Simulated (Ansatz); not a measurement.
# What RbVS3 (model cell, started as cubic perovskite with V in the octahedra) distorts into, part 2 of 3

Aim: this structure of RbVS3 (model cell, started as cubic perovskite with V in the octahedra) is to be tested for unstable modes, and one is followed downhill.

Ansatz 0.2.0; DFT PBEsol, scalar-relativistic, plane waves, PAW; PAW set soft_1.

So far, highest frequency on the path or at a solved wavevector (cm⁻¹): step 2 (response at finite wavevector) 417. Also lowest frequency on the path (cm⁻¹): step 2 -248.

The structure was built from a prototype and need not be the compound's stable phase.

### 3. The mode frozen in, largest atomic shift 0 Å

The mode followed lies at q = (-0.5, -0.5, -0.5) with frequency 248.3i cm⁻¹ and is 2-fold degenerate, the softest among the wavevectors solved. At small amplitude the distorted cell has space group no. 139 by a symmetry search on the positions. The undistorted cell that holds it gives the zero of energy on the same k mesh.

System of this step: RbVS3 (model cell, started as cubic perovskite with V in the octahedra). It takes space group Pm-3m (No. 221, cubic). The conventional cell has a = 4.643 Å, b = 4.643 Å, c = 4.643 Å, α = 90.00°, β = 90.00°, γ = 90.00°. Nearest to Rb lie 12 S at 3.28 Å. V has 6 S at 2.32 Å nearest. Nearest to S lie 2 V at 2.32 Å and 4 Rb at 3.28 Å. Farther neighbours and most contacts between anions are not listed.

Input file input.yaml:

```yaml
crystal:
  lattice:
    - [4.6426622666, 4.6426622666, 0.0]
    - [4.6426622666, 0.0, 4.6426622666]
    - [4.6426622666, 0.0, -4.6426622666]
  atoms:
    - { symbol: Rb, position: [0.0, 0.0, 0.0] }
    - { symbol: Rb, position: [0.0, 0.5, 0.5] }
    - { symbol: V, position: [0.5, 0.25, 0.75] }
    - { symbol: V, position: [0.5, 0.75, 0.25] }
    - { symbol: S, position: [0.5, 0.0, 0.0] }
    - { symbol: S, position: [0.5, 0.5, 0.5] }
    - { symbol: S, position: [0.0, 0.5, 0.0] }
    - { symbol: S, position: [0.0, 0.0, 0.5] }
    - { symbol: S, position: [0.5, 0.0, 0.5] }
    - { symbol: S, position: [0.5, 0.5, 0.0] }
kpoints:
  mp_grid: { grid: [8, 8, 8] }
hamiltonian:
  xc: pbesol
  pseudopotentials: { kind: paw, azcp: { folder: soft_1 }, xc_functional: pbe }
scf:
  occupations: { method: methfessel_paxton, width: 0.2 }
output:
  forces: true
  stress: true
  eigenvalues: true
```

On the command line:

```console
> ansatz run input.yaml --threads 4 --pin off --max-ram 16384MiB --backend cpu --events-out ev --progress --plain --runs-dir out
```

Numbers of over 12 decimals in the logs are rounded to 6 here.

Output:

```text
[...]
Crystal: 10 atoms, lattice volume = 200.139 Å³
Basis set: ecut = 420 eV, 3839 PW (Γ), exchange–correlation on 90×90×90 points (8 copies of the dense FFT grid, shifted against one another)
Bands: 50, of which v1, the nominal top of the filled ones, is band 40 counted from 1 (39 counted from 0)
Symmetry: 96 space group operations
[...]
k-points: 29 of 512
[...]
k-point 0: bands = [... 36 lower, 6.8873, 7.7137, 7.7137, 7.7137, 8.1952, 8.1952, 8.1952, 8.2147, ... 6 higher]
  k-point 1: bands = [... 36 lower, 7.1766, 7.5305, 7.5305, 7.7067, 8.0425, 8.0425, 8.1159, 8.5719, ... 6 higher]
  k-point 2: bands = [... 36 lower, 7.0446, 7.6786, 7.6786, 7.7586, 7.7586, 7.7909, 7.9029, 8.7553, ... 6 higher]
  k-point 28: bands = [... 36 lower, 6.3541, 6.3541, 7.2067, 7.2067, 8.2892, 8.2892, 8.7927, 8.7927, ... 6 higher]
[key lines of the parts left out:]
SCF converged after 9 iterations
Free energy (F): -17521.672417 eV
Fermi energy:    7.809646 eV
P = ⅓ Tr σ = -0.0392 GPa (-0.392 kbar)
```

Wall time 4.2 s (4 threads of Arm Neoverse V1, shared host); peak memory 0.64 GiB; 16 s of CPU time.

Numbers from this step:

```yaml
pressure: -0.03925 GPa
energy_from_the_undistorted_cell: 0 meV/atom
```

The run ends at a pressure of -0.04 GPa.

### 4. The mode frozen in, largest atomic shift 0.08 Å

The atoms are moved along the unstable eigenvector, the largest shift by 0.08 Å, with the cell fixed.

input.yaml, the sections that differ from step 3:

```yaml
crystal:
  lattice:
    - [4.6426622666, 4.6426622666, 0.0]
    - [4.6426622666, 0.0, 4.6426622666]
    - [4.6426622666, 0.0, -4.6426622666]
  atoms:
    - { symbol: Rb, position: [0.0, 0.0, 0.0] }
    - { symbol: Rb, position: [0.0, 0.5, 0.5] }
    - { symbol: V, position: [0.5, 0.25, 0.75] }
    - { symbol: V, position: [0.5, 0.75, 0.25] }
    - { symbol: S, position: [0.5, 0.0043078731, -0.0043078731] }
    - { symbol: S, position: [0.5, 0.4956921269, 0.5043078731] }
    - { symbol: S, position: [-0.0172314925, 0.5086157462, 0.0086157462] }
    - { symbol: S, position: [0.0172314925, -0.0086157462, 0.4913842538] }
    - { symbol: S, position: [0.5, 0.0043078731, 0.5043078731] }
    - { symbol: S, position: [0.5, 0.4956921269, -0.0043078731] }
# kpoints, hamiltonian, scf, output: as in step 3
```

Output:

```text
[...]
Crystal: 10 atoms, lattice volume = 200.139 Å³
Basis set: ecut = 420 eV, 3839 PW (Γ), exchange–correlation on 90×90×90 points (8 copies of the dense FFT grid, shifted against one another)
Bands: 50, of which v1, the nominal top of the filled ones, is band 40 counted from 1 (39 counted from 0)
Symmetry: 16 space group operations
[...]
k-points: 59 of 512
[...]
k-point 0: bands = [... 36 lower, 6.9035, 7.7132, 7.7256, 7.7256, 8.2035, 8.2167, 8.2268, 8.2530, ... 6 higher]
  k-point 1: bands = [... 36 lower, 7.1650, 7.5142, 7.5204, 7.6870, 8.0772, 8.1258, 8.1754, 8.5637, ... 6 higher]
  k-point 2: bands = [... 36 lower, 7.0552, 7.5250, 7.5662, 7.7819, 7.7835, 7.9450, 8.0289, 8.7670, ... 6 higher]
  k-point 58: bands = [... 36 lower, 6.1212, 6.9526, 7.1649, 7.1649, 8.1366, 8.2746, 8.7989, 8.8424, ... 6 higher]
[key lines of the parts left out:]
SCF converged after 9 iterations
Free energy (F): -17521.702719 eV
Fermi energy:    7.840677 eV
P = ⅓ Tr σ = 0.3392 GPa (3.392 kbar)
```

Elapsed: 8.8 s, on 4 threads; peak memory 0.74 GiB.

This step gave:

```yaml
pressure: 0.3392 GPa
energy_from_the_undistorted_cell: -3.589 meV/atom
```

The energy, extrapolated to zero smearing, is -3.59 meV/atom against the undistorted cell.

The run ends at a pressure of 0.34 GPa, with forces up to 0.081 eV/Å.

### 5. Energy along the mode, all amplitudes (two of the runs are shown above)

An imaginary frequency means negative curvature, so the energy should fall and then rise again as anharmonic terms take over.

Numbers from this step:

```
depth at the lowest point sampled  : 3.589 meV/atom
largest atomic shift at that point : 0.08 Å
```

Energy from the parent against largest atomic shift:

| largest atomic shift (Å) | energy from the parent (meV/atom) |
| --- | --- |
| 0.0000 | 0 |
| 0.0400 | -1.45 |
| 0.0800 | -3.59 |
| 0.1400 | -0.584 |
| 0.2200 | 24.7 |

Displacement at unit largest shift by atom:

| atom | x (Å) | y (Å) | z (Å) | size |
| --- | --- | --- | --- | --- |
| Rb1 | 0.00 | 0.00 | 0.00 | 0.00 |
| Rb2 | 0.00 | 0.00 | 0.00 | 0.00 |
| V3 | 0.00 | 0.00 | 0.00 | 0.00 |
| V4 | 0.00 | 0.00 | 0.00 | 0.00 |
| S5 | 0.00 | 0.00 | 0.50 | 0.50 |
| S6 | 0.00 | 0.00 | -0.50 | 0.50 |
| S7 | 0.00 | -1.00 | 0.00 | 1.00 |
| S8 | 0.00 | 1.00 | 0.00 | 1.00 |
| S9 | 0.50 | 0.00 | 0.00 | 0.50 |
| S10 | -0.50 | 0.00 | 0.00 | 0.50 |

The lowest of the steps tried is at 0.08 Å, 3.59 meV/atom below the parent; the bottom of the well need not coincide with a step.

### 6. Relaxation from the frozen mode

Starting from the lowest point found, all atoms and the cell are let go, so that strain and other modes of the same symmetry can join in.

Changes to input.yaml since step 4:

```diff
@@ -27 +27,10 @@
   eigenvalues: true
+  write_density: true
+  write_potential: true
+  elf: true
+  volumetric_format: npy
+relax:
+  adjacent_minimum: "off"
+  f_tol: 0.002
+  max_steps: 120
+  cell: { stress_tol: 0.03 }
```

Output:

```text
[...]
Crystal: 10 atoms, lattice volume = 200.139 Å³
Basis set: ecut = 420 eV, 3839 PW (Γ), exchange–correlation on 90×90×90 points (8 copies of the dense FFT grid, shifted against one another)
Bands: 50, of which v1, the nominal top of the filled ones, is band 40 counted from 1 (39 counted from 0)
Symmetry: 16 space group operations
[...]
k-points: 59 of 512
[...]
SCF iter   1: F=—  HF=-17522.738955 eV  |F-HF|=—  |Δ(HF+E_count)|=         —  Δρ=3.19e-2  dr2=3.11e0  ethr=3.10e-3  ⟨swp⟩=8.7  Hψ=13081  notcnv=0
[...]
SCF iter   9: F=-17521.702719 eV  HF=-17521.702719 eV  |F-HF|=8.72e-9  |Δ(HF+E_count)|=   6.12e-8  S|Δr|=    0.00e0  Δρ=2.90e-6  dr2=1.82e-8  ethr=1.25e-10  ⟨swp⟩=11.6  Hψ=23009  notcnv=0
SCF 1 converged in 9 iterations: F = -17521.702719 eV  dr2 = 1.82e-8
[...]
relax step   1: F+E_penalty+E_count = -17521.70271944 eV  Δ(F+E_penalty+E_count) = +0.000e0 eV  max|allowed force component| = 8.130e-2 eV/Å  Δτ_max = 0.0000 Å  P = +0.339 GPa  Ω = 200.139 Å³  (9 SCF iters, dr2 threshold 1.00e-7 eV, accepted)
Crystal: 10 atoms, lattice volume = 200.954 Å³
[...]
SCF iter   4: F=-17521.704987 eV  HF=-17521.704987 eV  |F-HF|=1.50e-7  |Δ(HF+E_count)|=   1.59e-7  S|Δr|=    0.00e0  Δρ=1.18e-5  dr2=5.50e-7  ethr=9.19e-10  ⟨swp⟩=13.4  Hψ=25849  notcnv=0
SCF 2 converged in 4 iterations: F = -17521.704987 eV  dr2 = 5.50e-7
relax step   2: F+E_penalty+E_count = -17521.70498658 eV  Δ(F+E_penalty+E_count) = -2.267e-3 eV  max|allowed force component| = 8.066e-2 eV/Å  Δτ_max = 0.0045 Å  P = +0.062 GPa  Ω = 200.954 Å³  energy of the carried Pulay correction = -2.293e-4 eV  (4 SCF iters, dr2 threshold 7.35e-7 eV, accepted)
Crystal: 10 atoms, lattice volume = 201.613 Å³
Basis set: ecut = 420 eV, 3847 PW (Γ), exchange–correlation on 90×90×90 points (8 copies of the dense FFT grid, shifted against one another)
[...]
SCF iter   5: F=-17521.707047 eV  HF=-17521.707047 eV  |F-HF|=1.62e-8  |Δ(HF+E_count)|=   3.47e-8  S|Δr|=    0.00e0  Δρ=5.39e-6  dr2=1.01e-7  ethr=5.08e-10  ⟨swp⟩=12.4  Hψ=23869  notcnv=0
SCF 3 converged in 5 iterations: F = -17521.707047 eV  dr2 = 1.01e-7
[...]
relax step   3: F+E_penalty+E_count = -17521.70704748 eV  Δ(F+E_penalty+E_count) = -2.061e-3 eV  max|allowed force component| = 1.842e-2 eV/Å  Δτ_max = 0.0134 Å  P = -0.052 GPa  Ω = 201.613 Å³  energy of the carried Pulay correction = -4.139e-4 eV  (5 SCF iters, dr2 threshold 4.07e-7 eV, accepted)
[...]
relax step   4: F+E_penalty+E_count = -17521.70713474 eV  Δ(F+E_penalty+E_count) = -8.726e-5 eV  max|allowed force component| = 1.568e-3 eV/Å  Δτ_max = 0.0025 Å  P = +0.001 GPa  Ω = 201.552 Å³  energy of the carried Pulay correction = -3.969e-4 eV  (5 SCF iters, dr2 threshold 2.12e-8 eV, accepted)
[...]
SCF iter   7: F=-17521.707538 eV  HF=-17521.707538 eV  |F-HF|=0.00e0  |Δ(HF+E_count)|=  3.64e-12  S|Δr|=    0.00e0  Δρ=4.75e-8  dr2=5.28e-12  ethr=1.00e-12  ⟨swp⟩=7.6  Hψ=14851  notcnv=0
SCF 5 converged in 7 iterations: F = -17521.707538 eV  dr2 = 5.28e-12
relax step   5: F+E_penalty+E_count = -17521.70753787 eV  Δ(F+E_penalty+E_count) = -4.031e-4 eV  max|allowed force component| = 1.640e-3 eV/Å  Δτ_max = 0.0000 Å  P = +0.002 GPa  Ω = 201.552 Å³  stress off target by 2.08e-3 GPa  SCF on the basis re-selected at this cell (its energy is not comparable with the rows above)  (7 SCF iters)
basis re-selected at this cell: Δ(F+E_penalty+E_count) = -4.031e-4 eV, ΔP = +0.001 GPa vs the last step (what re-selecting the basis moved, of the pressure what is left beyond the Pulay correction that the steps carried, after the strain that the cell walked since its last selection, with what the two solves' SCF thresholds leave and, on support functions, any second-order correction that the steps lacked; it is no m [...]
SCF converged after 7 iterations
[...]
Free energy (F): -17521.707538 eV
[...]
Internal energy: -17521.734785 eV  (E = F + TS)
E sigma→0 (E₀):  -17521.714350 eV
Entropy (-TS):   0.027247 eV (2.725 meV/atom)
Fermi energy:    7.765011 eV
[...]
--- Forces (eV/Å), atoms counted from 1 ---
  atom   1  Rb     0.00000000     0.00000000     0.00000000
  atom   2  Rb     0.00000000     0.00000000     0.00000000
  atom   3  V      0.00000000     0.00000000     0.00000000
  atom   4  V      0.00000000    -0.00000000     0.00000000
  atom   5  S      0.00000000     0.00000000    -0.00132636
  atom   6  S      0.00000000     0.00000000     0.00132636
  atom   7  S     -0.00000000     0.00164042     0.00000000
  atom   8  S     -0.00000000    -0.00164042     0.00000000
  atom   9  S     -0.00132636    -0.00000000     0.00000000
  atom  10  S      0.00132636    -0.00000000     0.00000000
  max |Σ_I F_I| component: 1.43e-17 eV/Å
--- Stress (GPa, compression-positive) ---
        0.002080       0.000000       0.000000
        0.000000       0.000643       0.000000
        0.000000       0.000000       0.002080
  P = ⅓ Tr σ = 0.0016 GPa (0.016 kbar)
--- Band table (eV; the first three rows and the last of 59) ---
  k-point 0: bands = [... 36 lower, 6.8262, 7.6088, 7.6299, 7.6299, 8.0905, 8.1359, 8.1380, 8.1777, ... 6 higher]
  k-point 1: bands = [... 36 lower, 7.0674, 7.4109, 7.4151, 7.5839, 8.0023, 8.0615, 8.1061, 8.4481, ... 6 higher]
  k-point 2: bands = [... 36 lower, 6.9715, 7.3789, 7.4320, 7.6986, 7.7064, 7.8977, 7.9805, 8.6675, ... 6 higher]
  k-point 58: bands = [... 36 lower, 6.0450, 6.8715, 7.0902, 7.0902, 8.0614, 8.1813, 8.7090, 8.7505, ... 6 higher]
--- Relaxed structure (4 steps of the walk, 4 accepted, 1 SCFs on fresh bases) ---
  F+E_penalty+E_count = -17521.70753787 eV   max|allowed force component| = 1.640e-3 eV/Å   (the final SCF, on the basis selected at the relaxed cell)
  cell:  # Å, volume = 201.5518 Å³
    - [4.646726, 4.667267, 0]
    - [4.646726, 0.0, 4.646726]
    - [4.646726, 0.0, -4.646726]
  atoms:
    - { symbol: Rb, position: [-1.1209452958424296e-19, 0, 0] }
    - { symbol: Rb, position: [-1.1209452958424296e-19, 0.5, 0.5] }
    - { symbol: V, position: [0.5, 0.250000, 0.750000] }
    - { symbol: V, position: [0.5, 0.750000, 0.250000] }
    - { symbol: S, position: [0.5, 0.00537607, -0.00537607] }
    - { symbol: S, position: [0.5, 0.494624, 0.505376] }
    - { symbol: S, position: [-0.021626, 0.510813, 0.010813] }
    - { symbol: S, position: [0.021626, -0.010813, 0.489187] }
    - { symbol: S, position: [0.5, 0.00537607, 0.505376] }
    - { symbol: S, position: [0.5, 0.494624, -0.00537607] }
```

The job ended after 49 s (4 threads; peak memory 0.8 GiB).

Step by step:

| step | energy less that of the first step (eV) | largest force component (eV/Å) | pressure (GPa) | volume (Å³) |
| --- | --- | --- | --- | --- |
| 1 | 0.0000 | 0.0813 | 0.34 | 200.14 |
| 2 | -0.0023 | 0.0807 | 0.06 | 200.95 |
| 3 | -0.0043 | 0.0184 | -0.05 | 201.61 |
| 4 | -0.0044 | 0.0016 | 0.00 | 201.55 |
| 5* | -0.0048 | 0.0016 | 0.00 | 201.55 |

Relaxation steps marked * repeat the geometry before them on a plane-wave basis chosen anew for their cell, so energy and pressure can jump there.

The run keeps the 16 symmetry operations that it works with, so distortions that break them were not tested.

| conventional cell, symmetrised | before | after | change |
| --- | --- | --- | --- |
| a (Å) | 6.566 | 6.571 | +0.1 % |
| b (Å) | 6.566 | 6.571 | +0.1 % |
| c (Å) | 9.285 | 9.335 | +0.5 % |
| volume (Å³/atom) | 20.01 | 20.16 | +0.7 % |

The atoms that moved most (Å, as changes of fractional coordinates times the final cell):

| atom | dx | dy | dz | length |
| --- | --- | --- | --- | --- |
| S8 | 0.000 | 0.021 | 0.000 | 0.021 |
| S7 | 0.000 | -0.021 | 0.000 | 0.021 |
| S6 | 0.000 | 0.000 | -0.010 | 0.010 |
| S10 | -0.010 | 0.000 | 0.000 | 0.010 |
| S5 | 0.000 | 0.000 | 0.010 | 0.010 |
| S9 | 0.010 | 0.000 | 0.000 | 0.010 |

Final coordinates:

```cif
data_structure
_symmetry_space_group_name_H-M 'P 1'
_symmetry_Int_Tables_number 1
_cell_length_a 6.5860
_cell_length_b 6.5715
_cell_length_c 6.5715
_cell_angle_alpha 90.000
_cell_angle_beta 60.073
_cell_angle_gamma 60.073
_cell_volume 201.55
loop_
_atom_site_label
_atom_site_type_symbol
_atom_site_fract_x
_atom_site_fract_y
_atom_site_fract_z
_atom_site_occupancy
Rb1 Rb 0.00000 0.00000 0.00000 1
Rb2 Rb 0.00000 0.50000 0.50000 1
V3 V 0.50000 0.25000 0.75000 1
V4 V 0.50000 0.75000 0.25000 1
S5 S 0.50000 0.00538 0.99462 1
S6 S 0.50000 0.49462 0.50538 1
S7 S 0.97837 0.51081 0.01081 1
S8 S 0.02163 0.98919 0.48919 1
S9 S 0.50000 0.00538 0.50538 1
S10 S 0.50000 0.49462 0.99462 1
```

This step gave:

- pressure: 0.001601 GPa
- volume per atom: 20.16 Å³

ELF in the ac plane of the conventional cell at fractional y = 0.000, with atoms of Rb and V and S within 0.2 Å of it. It is the smooth field of the valence electrons, not physical close to the nuclei.

Values, 13 rows by 16 columns, each cell a mean:
```
0.61 0.42 0.14 0.17 0.17 0.10 0.04 0.03 0.02 0.03 0.07 0.14 0.19 0.13 0.28 0.56
0.44 0.36 0.22 0.12 0.06 0.08 0.29 0.50 0.54 0.39 0.13 0.05 0.09 0.18 0.32 0.41
0.61 0.78 0.70 0.30 0.08 0.46 0.81 0.68 0.61 0.81 0.66 0.17 0.15 0.56 0.79 0.67
0.20 0.65 0.81 0.43 0.10 0.54 0.83 0.55 0.40 0.75 0.73 0.22 0.22 0.71 0.80 0.35
0.64 0.66 0.53 0.23 0.05 0.14 0.48 0.69 0.72 0.59 0.26 0.06 0.12 0.41 0.64 0.66
0.48 0.32 0.14 0.14 0.12 0.07 0.04 0.06 0.07 0.05 0.06 0.10 0.14 0.12 0.23 0.44
0.70 0.58 0.19 0.17 0.18 0.12 0.06 0.02 0.02 0.04 0.09 0.16 0.19 0.14 0.42 0.69
0.41 0.30 0.16 0.13 0.10 0.06 0.07 0.15 0.16 0.09 0.05 0.08 0.12 0.15 0.23 0.38
0.67 0.76 0.64 0.28 0.06 0.23 0.64 0.78 0.79 0.73 0.40 0.08 0.15 0.52 0.75 0.70
0.13 0.63 0.82 0.43 0.11 0.58 0.82 0.45 0.29 0.73 0.76 0.23 0.22 0.72 0.79 0.30
0.73 0.77 0.61 0.24 0.06 0.35 0.77 0.79 0.74 0.80 0.55 0.13 0.12 0.47 0.75 0.76
0.35 0.26 0.16 0.13 0.08 0.05 0.15 0.31 0.35 0.23 0.08 0.07 0.11 0.14 0.21 0.32
0.68 0.51 0.16 0.18 0.18 0.11 0.05 0.02 0.02 0.03 0.09 0.15 0.20 0.14 0.36 0.64
```
Columns run along a (6.6 Å), rows up along c (9.3 Å), edges of the conventional cell, whose origin can differ from the input's. Atoms in or near the plane, at fractional coordinates: Rb at (0.50, 0.75), Rb at (0.50, 0.25), V at (0.00, 0.00), V at (0.00, 0.50), S at (0.00, 0.74), S at (0.00, 0.26).

Valence density in the ac plane of the conventional cell at fractional y = 0.000, with atoms of Rb and V and S within 0.2 Å of it. It is the smooth field of the valence electrons, not physical close to the nuclei.

Values in e/Å³, 13 rows by 16 columns, each cell a mean:
```
 7  3  0  0  0  0  0  0  0  0  0  0  0  0  1  5
 1  0  0  0  0  0  0  0  0  0  0  0  0  0  0  0
 1  1  0  0  0  0  1  2  2  1  1  0  0  0  1  1
 1  1  1  0  0  0  1  2  2  2  1  0  0  0  1  1
 1  1  0  0  0  0  0  1  1  0  0  0  0  0  0  1
 4  1  0  0  0  0  0  0  0  0  0  0  0  0  1  3
12  5  0  0  0  0  0  0  0  0  0  0  0  0  2  9
 2  1  0  0  0  0  0  0  0  0  0  0  0  0  0  2
 1  1  0  0  0  0  1  1  1  1  0  0  0  0  1  1
 1  1  1  0  0  0  1  2  2  2  1  0  0  0  1  1
 1  1  0  0  0  0  1  1  2  1  0  0  0  0  1  1
 1  0  0  0  0  0  0  0  0  0  0  0  0  0  0  1
10  4  0  0  0  0  0  0  0  0  0  0  0  0  2  8
```
Columns run along a (6.6 Å), rows up along c (9.3 Å), edges of the conventional cell, whose origin can differ from the input's. Atoms in or near the plane, at fractional coordinates: Rb at (0.50, 0.75), Rb at (0.50, 0.25), V at (0.00, 0.00), V at (0.00, 0.50), S at (0.00, 0.74), S at (0.00, 0.26).

Electrostatic potential energy in the ac plane of the conventional cell at fractional y = 0.000, with atoms of Rb and V and S within 0.2 Å of it. With pseudopotentials it is smooth inside the atoms' cores, unlike the true potential.

Ten even steps from '_' (-83 eV) to '@' (12 eV), each cell a mean:
```
++++##@@@@@@@@@@@@@@@@@@@@@@@@%%++++
++**%%@@@@@@@@@@@@@@@@@@@@@@@@@@##**
%%@@@@@@@@@@@@@@@@@@@@@@@@@@@@@@@@%%
%%@@@@@@@@@@@@%%####%%@@@@@@@@@@@@%%
++##@@@@@@@@@@**::..==%%@@@@@@@@%%**
++++%%@@@@@@%%--____..##@@@@@@@@**++
++++##@@@@@@%%==____..##@@@@@@@@**++
++**%%@@@@@@@@##++==**%%@@@@@@@@##++
%%%%@@@@@@@@@@@@%%%%@@@@@@@@@@@@@@%%
##%%@@@@@@@@@@@@@@@@@@@@@@@@@@@@%%##
++++%%@@@@@@@@@@@@@@@@@@@@@@@@%%**++
++++##@@@@@@@@@@@@@@@@@@@@@@@@%%++++
++++##@@@@@@@@@@@@@@@@@@@@@@@@%%++++
++**%%@@@@@@@@@@@@@@@@@@@@@@@@@@##**
%%%%@@@@@@@@@@@@@@@@@@@@@@@@@@@@@@%%
##%%@@@@@@@@@@%%####%%@@@@@@@@@@%%##
++++%%@@@@@@@@**::..==%%@@@@@@@@##++
**++##@@@@@@%%--____..##@@@@@@%%**++
++++%%@@@@@@%%==____..##@@@@@@@@**++
##%%@@@@@@@@@@##++==**%%@@@@@@@@%%##
@@@@@@@@@@@@@@@@%%%%@@@@@@@@@@@@@@@@
##%%@@@@@@@@@@@@@@@@@@@@@@@@@@@@%%##
++++%%@@@@@@@@@@@@@@@@@@@@@@@@%%**++
++++##@@@@@@@@@@@@@@@@@@@@@@@@%%++++
```
Columns run along a (6.6 Å; values clipped at the 3rd and 97th percentile), rows up along c (9.3 Å), edges of the conventional cell, whose origin can differ from the input's. Atoms in or near the plane, at fractional coordinates: Rb at (0.50, 0.75), Rb at (0.50, 0.25), V at (0.00, 0.00), V at (0.00, 0.50), S at (0.00, 0.74), S at (0.00, 0.26).

The distorted start has space group I4/mmm; the relaxation ends in I4/mmm.

(Continued in part 3 of 3.)

[Logs are printed without paths, hosts, clocks, repeated set-up lines and the standing remarks that a program may print on its own settings, such as how far it seeks lower states.]

[Hosts, paths, dates, database ids (printed as entryN), source tags and the programs' standing remarks are cut or masked in the printed files.]
